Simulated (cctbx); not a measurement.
# Li2Mn3Ru3O12 with cctbx, script by script

Library: cctbx 2025.11. The data are simulated by the first script.

## 1. Simulate the data

run.py:

```python
from cctbx import adptbx, crystal, miller, sgtbx, xray
from cctbx.array_family import flex
from iotbx.shelx import hklf
from scitbx import matrix
import scitbx.random

cs = crystal.symmetry(unit_cell=(5.642, 6.18, 6.87, 72.38, 75.63, 86.87), space_group_symbol='Hall: -P 1')  # P-1
atoms = [  # label, site, U (iso, or U11 U22 U33 U12 U13 U23 in A^2), occupancy
    ("Ru1", (0.8299, 0.8286, 0.6704), 0.0124, 1),
    ("Ru2", (0.5, 0.5, 0), 0.0112, 1),
    ("Mn1", (0.3281, 0.8359, 0.6741), 0.0153, 1),
    ("Mn2", (0, 0.5, 0), 0.0126, 1),
    ("O1", (0.2441, 0.7161, 0.9911), 0.0205, 1),
    ("O2", (0.7411, 0.712, 0.9739), 0.0215, 1),
    ("O3", (0.0898, 0.6171, 0.6909), 0.0233, 1),
    ("O4", (0.408, 0.9447, 0.3737), 0.0200, 1),
    ("O5", (0.5706, 0.6182, 0.6975), 0.0214, 1),
    ("O6", (0.9208, 0.9379, 0.3636), 0.0198, 1),
    ("Li1", (0.1916, 0.6956, 0.3188), 0.0283, 1),
]
xs = xray.structure(crystal_symmetry=cs)
for label, site, u, occ in atoms:
    u = adptbx.u_cif_as_u_star(cs.unit_cell(), u) if isinstance(u, tuple) else u
    xs.add_scatterer(xray.scatterer(label, site=site, u=u, occupancy=occ))
xs.set_inelastic_form_factors(0.71073, "sasaki")
xs.show_summary()
p1 = xs.expand_to_p1()
ms = miller.build_set(p1, anomalous_flag=True, d_min=1.1)
flex.set_random_seed(324359)
scitbx.random.set_random_seed(324359)
ms = ms.select(flex.random_double(ms.size()) < 0.8)
i = ms.structure_factors_from_scatterers(p1, algorithm="direct").f_calc().as_intensity_array().data()
i = i * 70000 / flex.max(i)
sig = flex.sqrt(i + flex.pow2(0.04 * i) + 2 ** 2)
noise = scitbx.random.variate(scitbx.random.normal_distribution())(i.size())
data = ms.array(data=i + sig * noise, sigmas=sig).set_observation_type_xray_intensity()
with open("data.hkl", "w") as f:
    data.export_as_shelx_hklf(f)
print("reflections written:", data.size(), " <I/sigma> = %.1f" % flex.mean(data.data() / data.sigmas()))
for h, a, b in list(data.sort("data"))[:12]:
    print("%4d%4d%4d %9.1f %7.1f" % (h + (a, b)))
```

```console
$ python run.py
```

```text
Number of scatterers: 11
At special positions: 2
Unit cell: (5.642, 6.18, 6.87, 72.38, 75.63, 86.87)
Space group: P -1 (No. 2)
reflections written: 545  <I/sigma> = 10.9
   0  -1  -1   71406.0  2812.5
   0   1   1   66809.6  2812.5
  -2   2   0   57253.6  2228.6
  -2  -2  -1   57025.5  2259.7
   0   0   3   56077.8  2272.6
   0   0  -3   54868.0  2272.6
   2  -2   0   50496.4  2228.6
   2   2   1   49587.7  2259.7
   2   3   2   40416.3  1520.0
   0  -1  -4   36697.0  1415.3
   0   1   4   36093.5  1415.3
   2   2  -2   33778.4  1312.5
```

Run time: 0.42 s on 1 thread of Arm Neoverse N1 (shared host), peak memory 0.07 GiB.

## 2. Refinement (right model)

run.py:

```python
import math
from cctbx import adptbx, crystal, maptbx, sgtbx, xray
from cctbx.array_family import flex
from cctbx.xray import observations
from iotbx.shelx import hklf
from scitbx.lstbx import normal_eqns_solving
from smtbx import absolute_structure, utils
from smtbx.refinement import constraints, least_squares

cs = crystal.symmetry(unit_cell=(5.642, 6.18, 6.87, 72.38, 75.63, 86.87), space_group_symbol='Hall: -P 1')  # P-1
atoms = [  # label, site, U (iso, or U11 U22 U33 U12 U13 U23 in A^2), occupancy
    ("Ru1", (0.832, 0.8264, 0.669), 0.0200, 1),
    ("Ru2", (0.5, 0.5, 0), 0.0200, 1),
    ("Mn1", (0.3272, 0.8409, 0.6738), 0.0200, 1),
    ("Mn2", (0, 0.5, 0), 0.0200, 1),
    ("O1", (0.2512, 0.7166, 0.9835), 0.0200, 1),
    ("O2", (0.7392, 0.7141, 0.9742), 0.0200, 1),
    ("O3", (0.0828, 0.6194, 0.6932), 0.0200, 1),
    ("O4", (0.4038, 0.9446, 0.3701), 0.0200, 1),
    ("O5", (0.5668, 0.6207, 0.6987), 0.0200, 1),
    ("O6", (0.9162, 0.938, 0.3612), 0.0200, 1),
    ("Li1", (0.1945, 0.6975, 0.3173), 0.0200, 1),
]
xs = xray.structure(crystal_symmetry=cs)
for label, site, u, occ in atoms:
    u = adptbx.u_cif_as_u_star(cs.unit_cell(), u) if isinstance(u, tuple) else u
    xs.add_scatterer(xray.scatterer(label, site=site, u=u, occupancy=occ))
xs.set_inelastic_form_factors(0.71073, "sasaki")
raw = hklf.reader(file_name="data.hkl").as_miller_arrays(crystal_symmetry=cs, anomalous=True)[0]
merged = raw.eliminate_sys_absent().merge_equivalents()
fo2 = merged.array().set_observation_type_xray_intensity()
print("Rint %.3f, %d unique reflections to %.2f A" % (merged.r_int(), fo2.size(), fo2.d_min()))
for sc in xs.scatterers():
    sc.flags.set_grad_site(True)
    sc.flags.set_grad_u_aniso(sc.flags.use_u_aniso())
    sc.flags.set_grad_u_iso(sc.flags.use_u_iso())
obs = fo2.as_xray_observations()
extra = {}
rep = constraints.reparametrisation(xs, [], utils.connectivity_table(xs), **extra)
ls = least_squares.crystallographic_ls(obs, rep, weighting_scheme=least_squares.mainstream_shelx_weighting(a=0, b=0))
print("cycle     R1     wR2    GooF  max shift (A)")
for cycle in range(8):
    ls.build_up()
    r1, wr2, goof = ls.r1_factor(cutoff_factor=2)[0], ls.wR2(), ls.goof()
    old = xs.sites_cart()
    normal_eqns_solving.levenberg_marquardt_iterations(ls, n_max_iterations=3, tau=1e-06, step_threshold=1e-7)
    big = flex.max((xs.sites_cart() - old).norms())
    print("%4d %7.4f %7.4f %7.3f %9.5f" % (cycle + 1, r1, wr2, goof, big))
    ls.build_up(objective_only=True)
    if abs(ls.wR2() - wr2) < 5e-5 and big < 5e-4:
        break
ls.build_up()
print("final R1 %.4f wR2 %.4f GooF %.3f  parameters %d  data/parameter %.1f" % (ls.r1_factor(cutoff_factor=2)[0], ls.wR2(), ls.goof(), ls.n_parameters, fo2.size() / ls.n_parameters))
cov = ls.covariance_matrix_and_annotations()
su = dict(zip(cov.annotations, (math.sqrt(max(v, 0)) for v in cov.matrix.matrix_packed_u_diagonal())))
a2 = cs.unit_cell().reciprocal_parameters()[0] ** -2
print("atom        x        y        z      Ueq    occ   su(xyz)  su(Uiso or U11)")
for sc in xs.scatterers():
    s = max(su.get(sc.label + k, 0) for k in (".x", ".y", ".z"))
    npd = "" if sc.is_positive_definite_u(cs.unit_cell()) else "  NPD"
    print("%-5s %8.5f %8.5f %8.5f %8.4f %6.3f %8.5f %7.4f%s" % ((sc.label,) + sc.site + (sc.u_iso_or_equiv(cs.unit_cell()), sc.occupancy, s, su.get(sc.label + ".uiso", su.get(sc.label + ".u11", 0) * a2), npd)))
fo = fo2.f_sq_as_f()
fc = fo.structure_factors_from_scatterers(xs, algorithm="direct").f_calc()
diff = fo.f_obs_minus_f_calc(1 / math.sqrt(ls.scale_factor()), fc).average_bijvoet_mates()
m = diff.fft_map(symmetry_flags=maptbx.use_space_group_symmetry, resolution_factor=0.25).apply_volume_scaling()
print("difference map: max %.2f min %.2f rms %.2f" % (m.statistics().max(), m.statistics().min(), m.statistics().sigma()))
peaks = m.peak_search(parameters=maptbx.peak_search_parameters(min_distance_sym_equiv=0.6, max_clusters=6)).all()
near = xs.closest_distances(peaks.sites(), distance_cutoff=4)
sps = cs.special_position_settings(min_distance_sym_equiv=0.5)
for k, (x, h) in enumerate(zip(peaks.sites(), peaks.heights())):
    ss = sps.site_symmetry(x)
    print("Q%-3d %7.4f %7.4f %7.4f %4d %7.2f  %.2f A from %s" % ((k + 1,) + tuple(t % 1 for t in ss.exact_site()) + (ss.multiplicity(), h, near.smallest_distances[k], xs.scatterers()[near.i_seqs[k]].label)))
```

```console
$ python run.py
```

```text
Rint 0.027, 328 unique reflections to 1.10 A
cycle     R1     wR2    GooF  max shift (A)
   1  0.1721  0.5064   9.238   0.05620
   2  0.0158  0.0514   0.937   0.00171
   3  0.0158  0.0513   0.937   0.00000
final R1 0.0158 wR2 0.0513 GooF 0.937  parameters 38  data/parameter 8.6
atom        x        y        z      Ueq    occ   su(xyz)  su(Uiso or U11)
Ru1    0.82991  0.82864  0.67035   0.0121  1.000  0.00005  0.0004
Ru2    0.50000  0.50000  0.00000   0.0108  1.000  0.00000  0.0004
Mn1    0.32804  0.83595  0.67408   0.0146  1.000  0.00009  0.0004
Mn2    0.00000  0.50000  0.00000   0.0123  1.000  0.00000  0.0004
O1     0.24441  0.71724  0.99079   0.0207  1.000  0.00069  0.0011
O2     0.73962  0.71200  0.97396   0.0206  1.000  0.00070  0.0011
O3     0.09028  0.61601  0.69160   0.0224  1.000  0.00070  0.0011
O4     0.40868  0.94356  0.37354   0.0194  1.000  0.00067  0.0011
O5     0.57138  0.61795  0.69735   0.0221  1.000  0.00070  0.0011
O6     0.92172  0.93751  0.36388   0.0191  1.000  0.00070  0.0011
Li1    0.19024  0.69742  0.31865   0.0298  1.000  0.00117  0.0022
difference map: max 0.37 min -0.27 rms 0.10
Q1    0.3133  0.6711  0.3809    2    0.38  0.89 A from Li1
Q2    0.4190  0.1376  0.1977    2    0.37  1.41 A from O4
Q3    0.0770  0.7924  0.5142    2    0.33  1.38 A from O3
Q4    0.4630  0.3330  0.7104    2    0.30  1.86 A from O5
Q5    0.0504  0.6448  0.2868    2    0.29  0.97 A from Li1
Q6    0.2083  0.3286  0.6135    2    0.28  1.78 A from O6
```

Time: 0.61 s.

## 3. Simulate the data

run.py, as its changes from the last script of this kind:

```diff
@@ -28 +28 @@
-ms = miller.build_set(p1, anomalous_flag=True, d_min=1.1)
+ms = miller.build_set(p1, anomalous_flag=True, d_min=0.84)
```

```console
$ python run.py
```

```text
Number of scatterers: 11
At special positions: 2
Unit cell: (5.642, 6.18, 6.87, 72.38, 75.63, 86.87)
Space group: P -1 (No. 2)
reflections written: 1265  <I/sigma> = 10.4
   0   1   1   74120.0  2812.5
   0  -1  -1   72053.0  2812.5
   2   2   1   60055.3  2259.7
   0   0   3   58148.4  2272.6
  -2  -2  -1   56088.2  2259.7
   0   0  -3   55344.1  2272.6
   2  -2   0   55285.7  2228.6
  -2   2   0   53290.2  2228.6
   2   3   2   37096.5  1520.0
   0   1   4   34208.3  1415.3
  -2   1  -1   33931.4  1327.0
   2  -3  -1   33543.4  1284.1
```

Time: 0.43 s.

## 4. Refinement (right model)

run.py, as its changes from the last script of this kind:

```diff
@@ -12 +12 @@
-    ("Ru1", (0.832, 0.8264, 0.669), 0.0200, 1),
+    ("Ru1", (0.8325, 0.8299, 0.6724), 0.0200, 1),
@@ -14 +14 @@
-    ("Mn1", (0.3272, 0.8409, 0.6738), 0.0200, 1),
+    ("Mn1", (0.3276, 0.8304, 0.6789), 0.0200, 1),
@@ -16,7 +16,7 @@
-    ("O1", (0.2512, 0.7166, 0.9835), 0.0200, 1),
-    ("O2", (0.7392, 0.7141, 0.9742), 0.0200, 1),
-    ("O3", (0.0828, 0.6194, 0.6932), 0.0200, 1),
-    ("O4", (0.4038, 0.9446, 0.3701), 0.0200, 1),
-    ("O5", (0.5668, 0.6207, 0.6987), 0.0200, 1),
-    ("O6", (0.9162, 0.938, 0.3612), 0.0200, 1),
-    ("Li1", (0.1945, 0.6975, 0.3173), 0.0200, 1),
+    ("O1", (0.2455, 0.7167, 0.9893), 0.0200, 1),
+    ("O2", (0.7345, 0.7141, 0.9738), 0.0200, 1),
+    ("O3", (0.0848, 0.6197, 0.6924), 0.0200, 1),
+    ("O4", (0.4046, 0.9403, 0.3766), 0.0200, 1),
+    ("O5", (0.5752, 0.6186, 0.6936), 0.0200, 1),
+    ("O6", (0.9185, 0.9339, 0.3607), 0.0200, 1),
+    ("Li1", (0.1974, 0.6962, 0.3155), 0.0200, 1),
@@ -28,0 +29 @@
+xs.convert_to_anisotropic()
```

```console
$ python run.py
```

```text
Rint 0.025, 760 unique reflections to 0.84 A
cycle     R1     wR2    GooF  max shift (A)
   1  0.1877  0.5158   9.114   0.04115
   2  0.0179  0.0549   0.970   0.00171
   3  0.0177  0.0543   0.959   0.00003
final R1 0.0177 wR2 0.0543 GooF 0.959  parameters 93  data/parameter 8.2
atom        x        y        z      Ueq    occ   su(xyz)  su(Uiso or U11)
Ru1    0.82993  0.82861  0.67039   0.0125  1.000  0.00003  0.0002
Ru2    0.50000  0.50000  0.00000   0.0113  1.000  0.00000  0.0002
Mn1    0.32808  0.83583  0.67413   0.0154  1.000  0.00007  0.0003
Mn2    0.00000  0.50000  0.00000   0.0126  1.000  0.00000  0.0004
O1     0.24401  0.71615  0.99068   0.0201  1.000  0.00052  0.0013
O2     0.74133  0.71190  0.97347   0.0207  1.000  0.00054  0.0014
O3     0.08892  0.61727  0.69098   0.0220  1.000  0.00053  0.0014
O4     0.40740  0.94533  0.37348   0.0192  1.000  0.00050  0.0013
O5     0.57053  0.61870  0.69749   0.0211  1.000  0.00053  0.0013
O6     0.92077  0.93849  0.36327   0.0191  1.000  0.00051  0.0013
Li1    0.19149  0.69724  0.31849   0.0284  1.000  0.00093  0.0028
difference map: max 0.49 min -0.44 rms 0.13
Q1    0.1925  0.3386  0.8372    2    0.51  1.38 A from O2
Q2    0.1542  0.9990  0.8318    2    0.50  1.44 A from O6
Q3    0.1322  0.3209  0.2185    2    0.44  1.06 A from Ru1
Q4    0.1756  0.1183  0.2143    2    0.42  0.94 A from Ru1
Q5    0.3005  0.6615  0.1676    2    0.41  1.14 A from Li1
Q6    0.3530  0.8948  0.2985    2    0.39  0.80 A from O4
```

Time: 0.62 s.

## 5. Simulate the data

run.py, as its changes from the last script of this kind:

```diff
@@ -28 +28 @@
-ms = miller.build_set(p1, anomalous_flag=True, d_min=0.84)
+ms = miller.build_set(p1, anomalous_flag=True, d_min=0.6)
```

```console
$ python run.py
```

```text
Number of scatterers: 11
At special positions: 2
Unit cell: (5.642, 6.18, 6.87, 72.38, 75.63, 86.87)
Space group: P -1 (No. 2)
reflections written: 3482  <I/sigma> = 9.4
   0  -1  -1   68479.5  2812.5
   0   1   1   67168.9  2812.5
   2  -2   0   59553.3  2228.6
  -2  -2  -1   59106.9  2259.7
   2   2   1   59088.8  2259.7
  -2   2   0   56423.9  2228.6
   0   0  -3   53254.6  2272.6
  -2  -3  -2   38392.0  1520.0
   0  -1  -4   35490.4  1415.3
   0   1   4   35460.1  1415.3
  -2  -2   2   34750.6  1312.5
  -2   2  -3   33709.1  1324.4
```

Time: 0.46 s.

## 6. Refinement (right model)

run.py, as its changes from the last script of this kind:

```diff
@@ -12 +12 @@
-    ("Ru1", (0.8325, 0.8299, 0.6724), 0.0200, 1),
+    ("Ru1", (0.8319, 0.8297, 0.6674), 0.0200, 1),
@@ -14 +14 @@
-    ("Mn1", (0.3276, 0.8304, 0.6789), 0.0200, 1),
+    ("Mn1", (0.324, 0.8356, 0.6732), 0.0200, 1),
@@ -16,7 +16,7 @@
-    ("O1", (0.2455, 0.7167, 0.9893), 0.0200, 1),
-    ("O2", (0.7345, 0.7141, 0.9738), 0.0200, 1),
-    ("O3", (0.0848, 0.6197, 0.6924), 0.0200, 1),
-    ("O4", (0.4046, 0.9403, 0.3766), 0.0200, 1),
-    ("O5", (0.5752, 0.6186, 0.6936), 0.0200, 1),
-    ("O6", (0.9185, 0.9339, 0.3607), 0.0200, 1),
-    ("Li1", (0.1974, 0.6962, 0.3155), 0.0200, 1),
+    ("O1", (0.2442, 0.7161, 0.9903), 0.0200, 1),
+    ("O2", (0.7428, 0.7119, 0.9716), 0.0200, 1),
+    ("O3", (0.0846, 0.6232, 0.6926), 0.0200, 1),
+    ("O4", (0.4042, 0.9481, 0.3756), 0.0200, 1),
+    ("O5", (0.5663, 0.6183, 0.6935), 0.0200, 1),
+    ("O6", (0.9195, 0.9374, 0.3648), 0.0200, 1),
+    ("Li1", (0.194, 0.6946, 0.3189), 0.0200, 1),
```

```console
$ python run.py
```

```text
Rint 0.025, 2080 unique reflections to 0.60 A
cycle     R1     wR2    GooF  max shift (A)
   1  0.1569  0.4263   6.605   0.05019
   2  0.0212  0.0606   0.939   0.00072
   3  0.0212  0.0605   0.938   0.00000
final R1 0.0212 wR2 0.0605 GooF 0.938  parameters 93  data/parameter 22.4
atom        x        y        z      Ueq    occ   su(xyz)  su(Uiso or U11)
Ru1    0.82991  0.82859  0.67040   0.0124  1.000  0.00002  0.0001
Ru2    0.50000  0.50000  0.00000   0.0112  1.000  0.00000  0.0001
Mn1    0.32820  0.83588  0.67408   0.0153  1.000  0.00005  0.0001
Mn2    0.00000  0.50000  0.00000   0.0126  1.000  0.00000  0.0001
O1     0.24415  0.71580  0.99106   0.0200  1.000  0.00032  0.0006
O2     0.74122  0.71201  0.97390   0.0217  1.000  0.00034  0.0007
O3     0.08969  0.61684  0.69077   0.0230  1.000  0.00035  0.0007
O4     0.40790  0.94465  0.37325   0.0195  1.000  0.00032  0.0006
O5     0.57071  0.61838  0.69737   0.0213  1.000  0.00034  0.0007
O6     0.92077  0.93769  0.36323   0.0197  1.000  0.00032  0.0006
Li1    0.19111  0.69473  0.31966   0.0276  1.000  0.00072  0.0017
difference map: max 0.67 min -0.71 rms 0.17
Q1    0.0619  0.4510  0.0910    2    0.68  0.77 A from Mn2
Q2    0.2988  0.8007  0.1123    2    0.68  1.21 A from O1
Q3    0.3101  0.2777  0.7780    2    0.64  1.68 A from O2
Q4    0.0860  0.8958  0.0652    2    0.63  1.52 A from O1
Q5    0.4277  0.2370  0.7249    2    0.62  1.62 A from O4
Q6    0.2539  0.4650  0.5991    2    0.62  1.45 A from O3
```

Run time: 0.64 s on 1 thread of Arm Neoverse N1, with other jobs on the host, peak memory 0.09 GiB.

[Logs are printed without paths, hosts, clocks, repeated set-up lines and the standing remarks that a program may print on its own settings, such as how far it seeks lower states.]
